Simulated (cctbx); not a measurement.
# Lattice, Laue class and space group of a new crystal

Cell: a = 13.3600 Å, b = 7.8080 Å, c = 5.3480 Å, α = 90.00°, β = 90.00°, γ = 90.00°. Expected content of the cell: Ce4 Ti16 Si12.

The data are simulated with cctbx, not measured: Mo Kα, λ = 0.71073 Å, to d = 0.75 Å, 80 % of the full sphere, strongest reflection 70000 counts, noise from counting, a 4 % proportional error and a noise floor of 8 counts (s.d.); no absorption.

Tests on the unmerged data give:

```text
4431 reflections to d = 0.750 A
centring   violations  <I/sigma> of those
    A        886 of  2242      7.0
    B        885 of  2219      7.1
    C          1 of  2227      0.0
    I        952 of  2232      8.4
    R       1319 of  2947      8.8
    F        886 of  3344      4.7
Laue class    unique    Rint  (classes that these axes allow; Friedel mates merged)
C 1 2/m 1         739   0.026
C 2/m 1 1         722   0.027
C m m m           425   0.029
space group    extra absences  I>4sigma  <I/sigma>
C 2 2 21                6          0      -0.2  acentric
C 2 2 2                 0          0         -  acentric
C m m 2                 0          0         -  acentric
C m c 21               82          0      -0.0  acentric
C 2 m m                 0          0         -  acentric
C m 2 m                 0          0         -  acentric
C 2 c m                82          0      -0.0  acentric
C m c m                82          0      -0.0  centric
C m m m                 0          0         -  centric
Wilson B = 1.23 A^2   <|E^2-1|> = 0.822 (0.968 centric, 0.736 acentric)   E^2>4: 1.2 %
shell (A)         n   <I/sigma>
 6.74 - 1.50     64     33.5
 1.50 - 1.19     55     38.1
 1.19 - 1.04     52     36.9
 1.04 - 0.95     51     40.5
 0.95 - 0.88     55     39.9
 0.88 - 0.83     52     32.1
 0.83 - 0.78     41     40.1
 0.78 - 0.75     55     31.1
```

**Question.** What are the lattice type, the Laue class and the likely space group?

The reflections that C centring forbids are absent (⟨I/σ⟩ near 0), so the lattice is C.

Rint stays low (0.026 to 0.029) up to C m m m, the highest class in these axes.

9 settings pass the absence test. The most absences obeyed, 82, belong to C m c 21, C 2 c m and C m c m, which absences can't tell apart.

⟨|E²−1|⟩ = 0.822 lies between the two ideal values. The Wilson B of 1.23 Å² means U ≈ 0.0156 Å².

The true group is Cmcm (no. 63), Laue class mmm, centrosymmetric. The tables only narrow the choice to the tied entries; cell content, site symmetry and trial solutions must settle it.

The model is made up (kin elements in a known structure type, no relaxation), so it says nothing on whether the phase exists.

[Logs are printed without paths, hosts, clocks, repeated set-up lines and the standing remarks that a program may print on its own settings, such as how far it seeks lower states.]
